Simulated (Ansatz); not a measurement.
# linear Ta chain under tension and compression, part 3 of 3

Does stretching change the magnetism or the channel count of the linear Ta chain?

Ansatz 0.2.0; DFT RPBE, plane waves, PAW; relaxation of a chain's period (the session's first sound run).

So far, conductance of the lead as this run defines it (G₀): step 3 (At a set period, period over the relaxed period 0.88 …) 6.00; step 6 (period over the relaxed period 1, k-mesh 1×1×33) 5.00; step 7 (period over the relaxed period 1.04, k-mesh 1×1×32) 5.00; step 8 (period over the relaxed period 1.08, k-mesh 1×1×31) 5.00; step 9 (period over the relaxed period 1.13, k-mesh 1×1×29) 5.00. Also absolute moment (μB): step 2 (relaxing the period) 1.18; step 7 1.22; step 8 1.37; step 9 1.62.

### Step 10. The chain at a fixed length, period over the relaxed period 1.2, k-mesh 1×1×28

Level of this step: DFT RPBE, plane waves, PAW; channels and complex bands of a perfect chain (Ansatz).

The period is set to 1.2 times the relaxed one: longer bonds narrow the bands.

The cell differs from the one that the last finished run ended in (c 2.761 → 2.932 Å).

Input file input.yaml:

```yaml
crystal:
  lattice:
    - [7.5, 0.0, 0.0]
    - [0.0, 7.5, 0.0]
    - [0.0, 0.0, 2.9320336519]
  atoms:
    - { symbol: Ta, position: [0.5, 0.5, 0.0], spin: 0.51 }
magnetization:
  spin_polarized: true
kpoints:
  mp_grid: { grid: [1, 1, 28] }
scf:
  occupations: { method: fermi_dirac, width: 0.05 }
hamiltonian:
  xc: rpbe
output:
  transmission:
    e_range: [-2, 2]
    de: 0.035
    kmesh: [1, 1]
    reduced_basis: true
    leads: [[0, 0]]
  stress: true
```

On the command line:

```console
$ ansatz run input.yaml --threads 4 --pin off --max-ram 8192MiB --backend cpu --events-out ev --progress --plain --runs-dir out
```

Numbers of over 12 decimals in the logs are rounded to 6 here.

Output:

```text
[...]
Crystal: 1 atoms, lattice volume = 164.927 Å³
Basis set: ecut = 420 eV, 3249 PW (Γ)
Bands: 11, of which v1, the nominal top of the filled ones, is band 7 counted from 1 (6 counted from 0)
Symmetry: 16 space group operations
[...]
k-points: 15 of 28
[...]
Starting moments: Σ|m| = 0.51 μB on 1 of 1 site
[...]
--- Transmission ---
  basis      : 497 plane waves across, 4 finite elements along
  points     : 1, standing for a mesh of 1 x 1
[...]
crystal 0  : Ta1, at the sites [0, 0], period 2.9320 Å: whole cells are its period
[...]
filled         : 0.8 meV over the level at which it is neutral
    channels       : 5.000000e0 up, 3.000000e0 down
[...]
[key lines of the parts left out:]
SCF converged after 14 iterations
Magnetization: 2.8446 μB (7.9223 up, 5.0777 down)
Free energy (F): -9939.245715 eV
Fermi energy:    -1.173715 eV
P = ⅓ Tr σ = -1.5273 GPa (-15.273 kbar)
```

It took 12 s on 4 threads of Intel Xeon 6975P-C (Granite Rapids), shared host; peak memory 0.49 GiB.

At the computed energy nearest the Fermi level there are 5 spin-up and 3 spin-down channels, and the thermal average gives 4.00 G₀. The change of length costs 0.714 eV a cell and leaves an absolute moment of 2.84 μB a cell.

Between step 3 and this run (period over the relaxed period 1.2 and k-mesh 1×1×28) the value for the conductance of the lead as this run defines it moves from 6.00 G₀ to 4.00 G₀ (-33 %).

### Step 11. The chain at a fixed length, period over the relaxed period 1.3, k-mesh 1×1×26

The period is set to 1.3 times the relaxed one: longer bonds narrow the bands.

The cell differs from the one that the last finished run ended in (c 2.932 → 3.176 Å).

input.yaml, as its differences from that of step 10:

```diff
@@ -4,3 +4,3 @@
     - [0.0, 7.5, 0.0]
-    - [0.0, 0.0, 2.9320336519]
+    - [0.0, 0.0, 3.1763697895]
   atoms:
@@ -10,3 +10,3 @@
 kpoints:
-  mp_grid: { grid: [1, 1, 28] }
+  mp_grid: { grid: [1, 1, 26] }
 scf:
```

Output:

```text
[...]
Crystal: 1 atoms, lattice volume = 178.671 Å³
Basis set: ecut = 420 eV, 3523 PW (Γ)
Bands: 11, of which v1, the nominal top of the filled ones, is band 7 counted from 1 (6 counted from 0)
Symmetry: 16 space group operations
[...]
k-points: 14 of 26
[...]
Starting moments: Σ|m| = 0.51 μB on 1 of 1 site
[...]
--- Transmission ---
  basis      : 497 plane waves across, 4 finite elements along
  points     : 1, standing for a mesh of 1 x 1
[...]
crystal 0  : Ta1, at the sites [0, 0], period 3.1764 Å: whole cells are its period
[...]
filled         : 11.0 meV under the level at which it is neutral
    channels       : 5.000000e0 up, 1.000000e0 down
[...]
[key lines of the parts left out:]
SCF converged after 10 iterations
Magnetization: 3.6974 μB (8.3487 up, 4.6513 down)
Free energy (F): -9939.009246 eV
Fermi energy:    -1.340195 eV
P = ⅓ Tr σ = -1.2892 GPa (-12.892 kbar)
```

Run time: 13 s. Hardware: 4 threads; peak memory 0.51 GiB.

At the computed energy nearest the Fermi level there are 5 spin-up and 1 spin-down channels, and the thermal average gives 2.99 G₀. The change of length costs 0.952 eV a cell and leaves an absolute moment of 3.70 μB a cell.

Between step 3 and this run (period over the relaxed period 1.3 and k-mesh 1×1×26) the value for the conductance of the lead as this run defines it moves from 6.00 G₀ to 2.99 G₀ (-50 %).

### Step 12. Comparing the runs

Times are for 4 threads of Intel Xeon 6975P-C (Granite Rapids), shared host. The runs compared:

| no. | period over the relaxed period | conductance of the lead as this run defines it (G₀) | absolute moment (μB) | energy at zero smearing less the lowest (eV) | time | memory (GiB) |
| --- | --- | --- | --- | --- | --- | --- |
| 1 | 0.88 | 6.000 | 0 | 0.7030 | 19 s | 0.52 |
| 2 | 0.92 | 6.000 | 0 | 0.2696 | 15 s | 0.51 |
| 3 | 0.96 | 5.523 | 0.5634 | 0.06598 | 18 s | 0.53 |
| 4 | 1 | 5.000 | 1.163 | 0 | 21 s | 0.57 |
| 5 | 1.04 | 5.000 | 1.217 | 0.05359 | 19 s | 0.62 |
| 6 | 1.08 | 5.000 | 1.366 | 0.1898 | 18 s | 0.59 |
| 7 | 1.13 | 5.000 | 1.615 | 0.4185 | 15 s | 0.59 |
| 8 | 1.2 | 4.000 | 2.845 | 0.7141 | 12 s | 0.49 |
| 9 | 1.3 | 2.990 | 3.697 | 0.9515 | 13 s | 0.51 |

### Step 13. A repeat with changed settings

This step: DFT RPBE, plane waves, PAW; channels and complex bands of a perfect chain; changed: accuracy = [1, 2], scf.max_iter = 50 (Ansatz 0.2.0).

The input of the run at the relaxed period is made doubtful on purpose.

input.yaml, the sections that differ from step 11:

```yaml
crystal:
  lattice:
    - [7.5, 0.0, 0.0]
    - [0.0, 7.5, 0.0]
    - [0.0, 0.0, 2.4433613766]
  atoms:
    - { symbol: Ta, position: [0.5, 0.5, 0.0], spin: 0.51 }
kpoints:
  mp_grid: { grid: [1, 1, 33] }
scf:
  occupations: { method: fermi_dirac, width: 0.05 }
  max_iter: 50
accuracy: [1, 2]
# magnetization, hamiltonian, output: as in step 11
```

Output:

```text
Error: YAML parse error: error: line 25 column 11: expected string scalar
  --> <input>:25:11
   |
23 |     leads: [[0, 0]]
24 |   stress: true
25 | accuracy: [1, 2]
   |           ^ expected string scalar
```

It took 0.01 s on 4 threads; peak memory 0.05 GiB.

The input was rejected at the start.

The program's message: “Error: YAML parse error: error: line 25 column 11: expected string scalar”

The change that led to it: accuracy = [1, 2].

### Step 14. Outcome

```yaml
relaxed_cell_length: 2.443 Å
conductance_at_period_x_0p88: 6.00 G₀
conductance_at_period_x_1p0: 5.00 G₀
conductance_at_period_x_1p13: 5.00 G₀
conductance_at_period_x_1p3: 2.99 G₀
absolute_moment_at_period_x_0p88: 0 μB
absolute_moment_at_period_x_1p0: 1.16 μB
absolute_moment_at_period_x_1p3: 3.70 μB
```

In these runs no moment survives at the shortest period, and one is present from a factor of 0.96 on: longer bonds narrow the bands, which favours exchange splitting. The conductance goes from 6.00 G₀ at the shortest period to 2.99 G₀ at the longest, while the magnetic state changes too. Transport is coherent and elastic here: the atoms are frozen, so scattering by vibrations plays no part. Spin-orbit coupling is left out, which matters for the bands of heavy atoms. No search over magnetic orders was made; another may lie lower. For the perfect chain only parallel moments were started; its antiparallel and spiral orders were not tested. The lead's cell of one atom keeps the chain straight and evenly spaced; a zigzag or dimerised form may lie lower.

[Logs are printed without paths, hosts, clocks, repeated set-up lines and the standing remarks that a program may print on its own settings, such as how far it seeks lower states.]

[Hosts, paths, dates, database ids (printed as entryN), source tags and the programs' standing remarks are cut or masked in the printed files.]
